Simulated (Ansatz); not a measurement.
# The valence band of AlV2C as photoemission sees it, part 3 of 4

Wanted: projected DOS of AlV2C, weighted into photoemission and X-ray emission spectra, at several levels of theory.

Ansatz 0.2.0; DFT, LDA, plane-wave PAW, default files, scalar-relativistic (the session's first sound run).

So far. Step 2 (The base run): The starting moments died away, so the state found is non-magnetic. At the Fermi level the DOS is 5.15 states/eV a cell, and on the broadened curves V 3d holds 91 % of the total there. Step 3 (With PBEsol): No moment survives the cycle: this start ends non-magnetic.

**4. Antiparallel moments**

This step: DFT, LDA, plane-wave PAW, default files, scalar-relativistic (Ansatz 0.2.0).

The spectrum can hang on the magnetic order, so an antiparallel start is tried.

The input, input.yaml:

```yaml
crystal:
  lattice:
    - [2.8875990726, 0.0, 0.0]
    - [-1.4437995363, 2.5007341528, 0.0]
    - [0.0, 0.0, 13.10482311]
  atoms:
    - { symbol: V, position: [0.3333333333, 0.6666666667, 0.91361578], spin: 2.0 }
    - { symbol: V, position: [0.6666666667, 0.3333333333, 0.08638422], spin: -2.0 }
    - { symbol: V, position: [0.6666666667, 0.3333333333, 0.41361578], spin: 2.0 }
    - { symbol: V, position: [0.3333333333, 0.6666666667, 0.58638422], spin: -2.0 }
    - { symbol: Al, position: [0.6666666667, 0.3333333333, 0.75] }
    - { symbol: Al, position: [0.3333333333, 0.6666666667, 0.25] }
    - { symbol: C, position: [0.0, 0.0, 0.5] }
    - { symbol: C, position: [0.0, 0.0, 0.0] }
magnetization:
  spin_polarized: true
kpoints:
  mp_grid: { grid: [12, 12, 4] }
  band_path:
    path:
      - [[0.0, 0.0, 0.0], [0.5, 0.0, 0.0], [0.333333, 0.333333, 0.0], [0.0, 0.0, 0.0], [0.0, 0.0, 0.5], [0.5, 0.0, 0.5], [0.333333, 0.333333, 0.5], [0.0, 0.0, 0.5]]
      - [[0.5, 0.0, 0.5], [0.5, 0.0, 0.0]]
      - [[0.333333, 0.333333, 0.5], [0.333333, 0.333333, 0.0]]
    npoints: 10
scf:
  occupations: { method: fermi_dirac, width: 0.05 }
  n_extra_bands: 20
hamiltonian:
  xc: lda
  pseudopotentials: { kind: paw }
output:
  forces: true
  stress: true
  dos:
    projected: true
    de: 0.05
    e_range: [-30, 12]
    nscf_kmesh: { grid: [24, 24, 4] }
  fatbands: true
```

Run with:

```bash
$ ansatz run input.yaml --threads 2 --pin off --max-ram 4096MiB --backend cpu --events-out ev --progress --plain --runs-dir out
```

Numbers of over 12 decimals in the logs are rounded to 6 here.

The program printed:

```text
[...]
Crystal: 8 atoms, lattice volume = 94.631 Å³
Basis set: ecut = 420 eV, 1855 PW (Γ)
Bands: 53, of which v1, the nominal top of the filled ones, is band 33 counted from 1 (32 counted from 0)
Symmetry: 12 space group operations
[...]
k-points: 57 of 576 (time reversal used)
[...]
Starting moments: Σ|m| = 8 μB on 4 of 8 sites
Starting magnetic order: antiferromagnet; an inversion exchanges its spin sublattices: spin-degenerate at every k-point
[...]
SCF iter   1: F=—  HF=-12965.132405 eV  |F-HF|=—  |Δ(HF+E_count)|=         —  Δρ=1.20e-1 (↑1.20e-1 ↓1.20e-1)  dr2=1.58e1  dr2_m=9.70e0  M=-0.000 μB ∫|m|=0.449 μB  β_m=0.30  ethr=3.10e-3  ⟨swp⟩=5.1  Hψ=20404  notcnv=0  defer=285
[...]
SCF iter  11: F=-12958.100832 eV  HF=-12958.100832 eV  |F-HF|=2.10e-8  |Δ(HF+E_count)|=  1.64e-10  Δρ=1.85e-6 (↑1.84e-6 ↓1.85e-6)  dr2=2.18e-8  dr2_m=1.51e-13  M=0.000 μB ∫|m|=0.000 μB  ethr=7.47e-12  ⟨swp⟩=8.1  Hψ=27479  notcnv=0
SCF 1 converged in 11 iterations: F = -12958.100832 eV  dr2 = 2.18e-8
[...]
SCF converged after 11 iterations
Magnetization: 0.0000 μB (33.0000 up, 33.0000 down)
Absolute magnetization: 0.0000 μB (∫|ρ↑−ρ↓|, with the PAW one-centre terms)
[...]
Per-site moments (μB) at R_I (Å): [(8.570036586263378e-8, 0.831261), (-8.019614215513161e-8, 0.831261), (8.570036574214432e-8, 0.831261), (-8.019614211892983e-8, 0.831261), (-1.203404650796782e-9, 1.120362), (-1.2034044673556614e-9, 1.120362), (1.9263159041985235e-9, 0.831261), (1.9263159039754345e-9, 0.831261)]
Free energy (F): -12958.100832 eV
[...]
Internal energy: -12958.059753 eV  (E = F + TS)
E sigma→0 (E₀):  -12958.080293 eV
Entropy (-TS):   -0.041078 eV (-5.135 meV/atom)
Fermi energy:    13.612175 eV
[...]
--- Forces (eV/Å), atoms counted from 1 ---
  atom   1  V      0.00000000    -0.00000000     0.62884924
  atom   2  V     -0.00000000     0.00000000    -0.62890195
  atom   3  V      0.00000000     0.00000000     0.62884924
  atom   4  V     -0.00000000    -0.00000000    -0.62890195
  atom   5  Al     0.00000000     0.00000000     0.00005719
  atom   6  Al     0.00000000    -0.00000000     0.00005719
  atom   7  C      0.00000000     0.00000000     0.00000039
  atom   8  C      0.00000000    -0.00000000     0.00000039
  max |Σ_I F_I| component: 9.75e-6 eV/Å
--- Stress (GPa, compression-positive) ---
       -8.149021       0.000000      -0.000000
       -0.000000      -8.149021       0.000000
       -0.000000      -0.000000      -9.829859
  P = ⅓ Tr σ = -8.7093 GPa (-87.093 kbar)
--- Band table (eV; the first three rows and the last of 114) ---
  k-point 0 ↑: bands = [... 29 lower, 12.9357, 13.3485, 13.3485, 13.3643, 13.3643, 14.2128, 14.2128, 14.2519, ... 16 higher]
  k-point 1 ↑: bands = [... 29 lower, 12.9015, 13.3508, 13.3508, 13.3620, 13.3620, 14.2182, 14.2182, 14.2459, ... 16 higher]
  k-point 2 ↑: bands = [... 29 lower, 12.8056, 13.3564, 13.3564, 13.3564, 13.3564, 14.2318, 14.2318, 14.2318, ... 16 higher]
  k-point 56 ↓: bands = [... 29 lower, 11.6942, 12.0656, 12.0656, 12.8755, 12.8755, 14.6472, 14.6472, 15.0186, ... 16 higher]
```

Elapsed: 2.8 min, on 2 threads of Arm Neoverse V2, shared host; peak memory 0.97 GiB; 5.6 min of CPU time.

This step gave:

- free energy: -12958.1008 eV
- energy at zero smearing: -12958.0803 eV
- smearing term TS: 0.04108 eV
- Fermi energy: 13.61 eV
- symmetry operations: 12
- pressure: -8.709 GPa
- share of occupied states in no projected shell: 0.0124 of the occupied states in the window
- DOS at the Fermi level: 5.155 states/eV/cell

Electronic bands along the path, in eV, zero at the Fermi level; # counts the bands kept:

| point | up #17 | up #18 | up #19 | up #20 | down #17 | down #18 | down #19 | down #20 |
| --- | --- | --- | --- | --- | --- | --- | --- | --- |
| Γ | -0.26 | -0.26 | 0.59 | 0.59 | -0.26 | -0.26 | 0.59 | 0.59 |
| halfway | 0.05 | 0.35 | 0.42 | 0.50 | 0.05 | 0.35 | 0.42 | 0.50 |
| M | 0.71 | 1.03 | 1.10 | 1.18 | 0.71 | 1.03 | 1.10 | 1.18 |
| halfway | -0.26 | 0.16 | 0.92 | 1.05 | -0.26 | 0.16 | 0.92 | 1.05 |
| K | -1.24 | -0.30 | 1.10 | 1.10 | -1.24 | -0.30 | 1.10 | 1.10 |
| halfway | -0.49 | 0.09 | 0.15 | 1.00 | -0.49 | 0.09 | 0.15 | 1.00 |
| Γ | -0.26 | -0.26 | 0.59 | 0.59 | -0.26 | -0.26 | 0.59 | 0.59 |
| halfway | -0.26 | -0.26 | 0.60 | 0.60 | -0.26 | -0.26 | 0.60 | 0.60 |
| A | -0.27 | -0.27 | 0.61 | 0.61 | -0.27 | -0.27 | 0.61 | 0.61 |
| halfway | 0.27 | 0.27 | 0.39 | 0.39 | 0.27 | 0.27 | 0.39 | 0.39 |
| L | 0.93 | 0.93 | 1.10 | 1.10 | 0.93 | 0.93 | 1.10 | 1.10 |
| halfway | -0.10 | -0.10 | 0.98 | 0.98 | -0.10 | -0.10 | 0.98 | 0.98 |
| H | -0.75 | -0.75 | 1.02 | 1.02 | -0.75 | -0.75 | 1.02 | 1.02 |
| halfway | -0.38 | -0.38 | 0.64 | 0.64 | -0.38 | -0.38 | 0.64 | 0.64 |
| A | -0.27 | -0.27 | 0.61 | 0.61 | -0.27 | -0.27 | 0.61 | 0.61 |
| jump to L | 0.93 | 0.93 | 1.10 | 1.10 | 0.93 | 0.93 | 1.10 | 1.10 |
| halfway | 0.78 | 1.05 | 1.05 | 1.16 | 0.78 | 1.05 | 1.05 | 1.16 |
| M | 0.71 | 1.03 | 1.10 | 1.18 | 0.71 | 1.03 | 1.10 | 1.18 |
| jump to H | -0.75 | -0.75 | 1.02 | 1.02 | -0.75 | -0.75 | 1.02 | 1.02 |
| halfway | -1.08 | -0.44 | 1.06 | 1.06 | -1.08 | -0.44 | 1.06 | 1.06 |
| K | -1.24 | -0.30 | 1.10 | 1.10 | -1.24 | -0.30 | 1.10 | 1.10 |

Of the projections kept (V s, V d, Al s, Al p, C s, C p, not projected), the largest for each band there; the rest of the weight can lie on other orbitals:

| point | up #17 | up #18 | up #19 | up #20 | down #17 | down #18 | down #19 | down #20 |
| --- | --- | --- | --- | --- | --- | --- | --- | --- |
| Γ | V d 0.99 | V d 0.99 | V d 0.99 | V d 0.99 | V d 0.99 | V d 0.99 | V d 0.99 | V d 0.99 |
| M | V d 0.76 | V d 0.95 | V d 0.82 | V d 0.99 | V d 0.76 | V d 0.95 | V d 0.82 | V d 0.99 |
| K | V d 0.92 | V d 0.93 | V d 0.90 | V d 0.90 | V d 0.92 | V d 0.93 | V d 0.90 | V d 0.90 |
| Γ | V d 0.99 | V d 0.99 | V d 0.99 | V d 0.99 | V d 0.99 | V d 0.99 | V d 0.99 | V d 0.99 |
| A | V d 0.99 | V d 0.99 | V d 0.99 | V d 0.99 | V d 0.99 | V d 0.99 | V d 0.99 | V d 0.99 |
| L | V d 0.80 | V d 0.80 | V d 0.97 | V d 0.97 | V d 0.80 | V d 0.80 | V d 0.97 | V d 0.97 |

The starting moments have collapsed: the run ends non-magnetic.

**5. With r²SCAN**

This step: DFT, r2SCAN, plane-wave PAW, default files, scalar-relativistic (Ansatz 0.2.0).

The run is repeated with r²SCAN on the same cell, to see how much the levels hang on the functional.

Changes to input.yaml since step 4:

```diff
@@ -7,5 +7,5 @@
     - { symbol: V, position: [0.3333333333, 0.6666666667, 0.91361578], spin: 2.0 }
-    - { symbol: V, position: [0.6666666667, 0.3333333333, 0.08638422], spin: -2.0 }
+    - { symbol: V, position: [0.6666666667, 0.3333333333, 0.08638422], spin: 2.0 }
     - { symbol: V, position: [0.6666666667, 0.3333333333, 0.41361578], spin: 2.0 }
-    - { symbol: V, position: [0.3333333333, 0.6666666667, 0.58638422], spin: -2.0 }
+    - { symbol: V, position: [0.3333333333, 0.6666666667, 0.58638422], spin: 2.0 }
     - { symbol: Al, position: [0.6666666667, 0.3333333333, 0.75] }
@@ -28,3 +28,3 @@
 hamiltonian:
-  xc: lda
+  xc: r2scan
   pseudopotentials: { kind: paw }
```

The program printed:

```text
[...]
Crystal: 8 atoms, lattice volume = 94.631 Å³
Basis set: ecut = 500 eV, 2387 PW (Γ), exchange–correlation on 96×96×384 points (64 copies of the dense FFT grid, shifted against one another)
Bands: 53, of which v1, the nominal top of the filled ones, is band 33 counted from 1 (32 counted from 0)
Symmetry: 24 space group operations
[...]
k-points: 57 of 576
[...]
Starting moments: Σ|m| = 8 μB on 4 of 8 sites
[...]
SCF iter   1: F=—  HF=-13257.611176 eV  |F-HF|=—  |Δ(HF+E_count)|=         —  Δρ=8.83e-2 (↑8.83e-2 ↓5.11e-2)  dr2=1.43e1  dr2_τ=4.05e-1  dr2_m=2.11e0  M=3.995 μB ∫|m|=4.974 μB  β_m=0.60  ethr=3.10e-3  ⟨swp⟩=5.9  Hψ=22073  notcnv=0  defer=75
[...]
SCF iter  25: F=-13257.155656 eV  HF=-13257.155656 eV  |F-HF|=4.37e-11  |Δ(HF+E_count)|=   1.77e-9  Δρ=1.08e-7 (↑1.01e-7 ↓1.08e-7)  dr2=1.94e-11  dr2_τ=4.00e-13  dr2_m=4.67e-12  M=-0.000 μB ∫|m|=0.000 μB  ethr=1.00e-12  ⟨swp⟩=2.0  Hψ=10282  notcnv=0
SCF 1 converged in 25 iterations: F = -13257.155656 eV  dr2 = 1.94e-11
[...]
this state was not tested for a lower state beside it, because the mixer in use, unlike msr1, does not test its closes by its own steps (another_mixer; see scf.mixing.algorithm and scf.lower_state_search)
[...]
SCF converged after 25 iterations
Magnetization: -0.0000 μB (33.0000 up, 33.0000 down)
Absolute magnetization: 0.0000 μB (∫|ρ↑−ρ↓|, with the PAW one-centre terms)
[...]
Per-site moments (μB) at R_I (Å): [(-6.467462638446183e-8, 0.831261), (-6.467462632710517e-8, 0.831261), (-6.467462636752906e-8, 0.831261), (-6.467462636373887e-8, 0.831261), (8.824185042028782e-8, 1.120362), (8.824185059311379e-8, 1.120362), (-3.718314301468022e-8, 0.831261), (-3.718314299176343e-8, 0.831261)]
Free energy (F): -13257.155656 eV
[...]
Internal energy: -13257.119029 eV  (E = F + TS)
E sigma→0 (E₀):  -13257.137343 eV
Entropy (-TS):   -0.036627 eV (-4.578 meV/atom)
Fermi energy:    13.965068 eV
[...]
--- Forces (eV/Å), atoms counted from 1 ---
  atom   1  V      0.00000000    -0.00000000     0.16998856
  atom   2  V     -0.00000000     0.00000000    -0.16998856
  atom   3  V     -0.00000000     0.00000000     0.16998856
  atom   4  V     -0.00000000    -0.00000000    -0.16998856
  atom   5  Al     0.00000000     0.00000000     0.00000000
  atom   6  Al     0.00000000    -0.00000000     0.00000000
  atom   7  C      0.00000000     0.00000000    -0.00000000
  atom   8  C      0.00000000     0.00000000     0.00000000
  max |Σ_I F_I| component: 5.32e-17 eV/Å
--- Stress (GPa, compression-positive) ---
       -0.954401       0.000000       0.000000
        0.000000      -0.954401       0.000000
        0.000000       0.000000      -0.540085
  P = ⅓ Tr σ = -0.8163 GPa (-8.163 kbar)
--- Band table (eV; the first three rows and the last of 114) ---
  k-point 0 ↑: bands = [... 29 lower, 13.3090, 13.7560, 13.7560, 13.7714, 13.7714, 14.5309, 14.5309, 14.5715, ... 16 higher]
  k-point 1 ↑: bands = [... 29 lower, 13.2683, 13.7583, 13.7583, 13.7692, 13.7692, 14.5365, 14.5365, 14.5652, ... 16 higher]
  k-point 2 ↑: bands = [... 29 lower, 13.1536, 13.7637, 13.7637, 13.7637, 13.7637, 14.5506, 14.5506, 14.5506, ... 16 higher]
  k-point 56 ↓: bands = [... 29 lower, 11.8245, 12.1949, 12.1949, 13.1507, 13.1507, 15.0724, 15.0724, 15.5074, ... 16 higher]
```

Elapsed: 2.4 min, on 2 threads; peak memory 1.3 GiB.

This step gave:

```yaml
free_energy: -13257.1557 eV
energy_at_zero_smearing: -13257.1373 eV
smearing_term_ts: 0.03663 eV
fermi_energy: 13.97 eV
symmetry_operations: 24
pressure: -0.8163 GPa
share_of_occupied_states_in_no_projected_shell: 0.0136 of the occupied states in the window
dos_at_the_fermi_level: 5.122 states/eV/cell
```

Electronic bands along the path, in eV, zero at the Fermi level; # counts the bands kept:

| point | up #15 | up #17 | up #18 | up #19 | down #15 | down #17 | down #18 | down #19 |
| --- | --- | --- | --- | --- | --- | --- | --- | --- |
| Γ | -0.23 | -0.21 | -0.21 | 0.55 | -0.23 | -0.21 | -0.21 | 0.55 |
| halfway | -0.98 | 0.07 | 0.39 | 0.46 | -0.98 | 0.07 | 0.39 | 0.46 |
| M | -1.74 | 0.72 | 1.01 | 1.14 | -1.74 | 0.72 | 1.01 | 1.14 |
| halfway | -1.79 | -0.35 | 0.10 | 0.95 | -1.79 | -0.35 | 0.10 | 0.95 |
| K | -1.88 | -1.33 | -0.37 | 1.16 | -1.88 | -1.33 | -0.37 | 1.16 |
| halfway | -1.07 | -0.51 | 0.05 | 0.17 | -1.07 | -0.51 | 0.05 | 0.17 |
| Γ | -0.23 | -0.21 | -0.21 | 0.55 | -0.23 | -0.21 | -0.21 | 0.55 |
| halfway | -0.22 | -0.21 | -0.21 | 0.56 | -0.22 | -0.21 | -0.21 | 0.56 |
| A | -0.22 | -0.22 | -0.22 | 0.57 | -0.22 | -0.22 | -0.22 | 0.57 |
| halfway | -0.83 | 0.28 | 0.28 | 0.42 | -0.83 | 0.28 | 0.28 | 0.42 |
| L | -1.73 | 0.96 | 0.96 | 1.09 | -1.73 | 0.96 | 0.96 | 1.09 |
| halfway | -1.62 | -0.17 | -0.17 | 1.02 | -1.62 | -0.17 | -0.17 | 1.02 |
| H | -1.79 | -0.83 | -0.83 | 1.09 | -1.79 | -0.83 | -0.83 | 1.09 |
| halfway | -0.68 | -0.43 | -0.43 | 0.66 | -0.68 | -0.43 | -0.43 | 0.66 |
| A | -0.22 | -0.22 | -0.22 | 0.57 | -0.22 | -0.22 | -0.22 | 0.57 |
| jump to L | -1.73 | 0.96 | 0.96 | 1.09 | -1.73 | 0.96 | 0.96 | 1.09 |
| halfway | -1.74 | 0.80 | 1.04 | 1.09 | -1.74 | 0.80 | 1.04 | 1.09 |
| M | -1.74 | 0.72 | 1.01 | 1.14 | -1.74 | 0.72 | 1.01 | 1.14 |
| jump to H | -1.79 | -0.83 | -0.83 | 1.09 | -1.79 | -0.83 | -0.83 | 1.09 |
| halfway | -1.82 | -1.17 | -0.51 | 1.12 | -1.82 | -1.17 | -0.51 | 1.12 |
| K | -1.88 | -1.33 | -0.37 | 1.16 | -1.88 | -1.33 | -0.37 | 1.16 |

Of the projections kept (V s, V d, Al s, Al p, C s, C p, not projected), the largest for each band there; the rest of the weight can lie on other orbitals:

| point | up #15 | up #17 | up #18 | up #19 | down #15 | down #17 | down #18 | down #19 |
| --- | --- | --- | --- | --- | --- | --- | --- | --- |
| Γ | V d 0.99 | V d 0.99 | V d 0.99 | V d 0.99 | V d 0.99 | V d 0.99 | V d 0.99 | V d 0.99 |
| M | V d 0.48 | V d 0.76 | V d 0.96 | V d 0.82 | V d 0.48 | V d 0.76 | V d 0.96 | V d 0.82 |
| K | V d 0.72 | V d 0.91 | V d 0.92 | V d 0.90 | V d 0.72 | V d 0.91 | V d 0.92 | V d 0.90 |
| Γ | V d 0.99 | V d 0.99 | V d 0.99 | V d 0.99 | V d 0.99 | V d 0.99 | V d 0.99 | V d 0.99 |
| A | V d 0.99 | V d 0.99 | V d 0.99 | V d 0.99 | V d 0.99 | V d 0.99 | V d 0.99 | V d 0.99 |
| L | V d 0.46 | V d 0.80 | V d 0.80 | V d 0.97 | V d 0.46 | V d 0.80 | V d 0.80 | V d 0.97 |

This run's widths, added to any smearing of the DOS itself: Gaussian 0.15 eV, Lorentzian 0.1 eV plus 0.05 an eV of depth. The intensity by binding energy, zero at the Fermi level; values in % of the maximum within 13 eV:

| binding energy (eV) | 21.2 eV | 100 eV | 250 eV | 1486.7 eV | 5414.7 eV |
| --- | --- | --- | --- | --- | --- |
| -1.0 | 1.07 | 1.54 | 1.53 | 1.63 | 1.07 |
| -0.5 | 1.95 | 3.10 | 3.06 | 2.96 | 1.60 |
| 0.0 | 24.4 | 45.2 | 44.4 | 36.3 | 11.0 |
| 0.5 | 34.3 | 63.5 | 62.5 | 52.5 | 18.0 |
| 1.0 | 36.8 | 68.9 | 68.2 | 62.0 | 29.7 |
| 1.5 | 44.7 | 80.6 | 80.2 | 76.8 | 39.0 |
| 2.0 | 50.5 | 89.6 | 89.6 | 90.8 | 52.8 |
| 2.5 | 44.7 | 72.1 | 72.6 | 82.9 | 60.1 |
| 3.0 | 21.0 | 23.7 | 24.0 | 36.0 | 35.2 |
| 3.5 | 75.1 | 57.6 | 54.1 | 56.3 | 36.4 |
| 4.0 | 71.0 | 50.5 | 47.4 | 54.6 | 42.1 |
| 4.5 | 92.5 | 58.3 | 54.0 | 63.3 | 52.1 |
| 5.0 | 52.9 | 33.2 | 31.4 | 47.2 | 51.4 |
| 5.5 | 47.2 | 28.2 | 26.7 | 43.5 | 53.2 |
| 6.0 | 38.0 | 21.6 | 20.3 | 34.3 | 45.2 |
| 6.5 | 29.3 | 17.6 | 17.1 | 35.2 | 51.1 |
| 7.0 | 11.2 | 8.57 | 9.18 | 27.1 | 42.2 |
| 7.5 | 5.45 | 5.30 | 6.24 | 24.1 | 39.1 |
| 8.0 | 3.68 | 4.10 | 5.18 | 24.2 | 40.2 |
| 8.5 | 2.85 | 3.41 | 4.59 | 25.0 | 42.6 |
| 9.0 | 2.20 | 2.76 | 3.86 | 23.1 | 40.2 |
| 9.5 | 1.34 | 1.97 | 2.62 | 13.9 | 23.3 |
| 10.0 | 0.768 | 1.86 | 2.30 | 8.65 | 12.1 |
| 10.5 | 0.557 | 2.75 | 3.35 | 11.0 | 13.4 |
| 11.0 | 0.443 | 6.17 | 7.56 | 23.7 | 26.4 |
| 11.5 | - | 19.2 | 23.6 | 72.9 | 78.0 |
| 12.0 | - | 19.8 | 24.7 | 81.9 | 95.1 |
| 12.5 | - | 12.0 | 15.4 | 58.1 | 76.9 |
| 13.0 | - | 7.43 | 9.89 | 42.4 | 62.5 |
| 13.5 | - | 4.04 | 5.46 | 24.8 | 38.2 |
| 14.0 | - | 1.82 | 2.39 | 10.1 | 15.0 |
| 14.5 | - | 1.04 | 1.33 | 5.21 | 7.42 |
| 15.0 | - | 0.704 | 0.884 | 3.29 | 4.56 |

Spectra as before, but with a recipe of its own (widths, and in some runs the light), which changes peak heights and what is resolved: Gaussian 0.15 eV, Lorentzian 0.1 eV plus 0.05 times the binding energy, linear light, analyser at 30°, Fermi edge at 77 K; some photon energies differ too.

Side by side:

| quantity | this run | base run | difference |
| --- | --- | --- | --- |
| DOS at the Fermi level (states/eV/cell) | 5.1224 | 5.1549 | -0.0325 |

The starting moments have collapsed: the run ends non-magnetic.

(Continued in part 4 of 4.)

[Logs are printed without paths, hosts, clocks, repeated set-up lines and the standing remarks that a program may print on its own settings, such as how far it seeks lower states.]

[Hosts, paths, dates, database ids (printed as entryN), source tags and the programs' standing remarks are cut or masked in the printed files.]

[Maps of the electrostatic potential energy from Ansatz leave out the sawtooth potential of an applied field or a dipole correction, so their vacuum need not be flat; work functions include it.]

[Peak lists hold at most the 14 tallest peaks of each spectrum; further lines can be left out.]
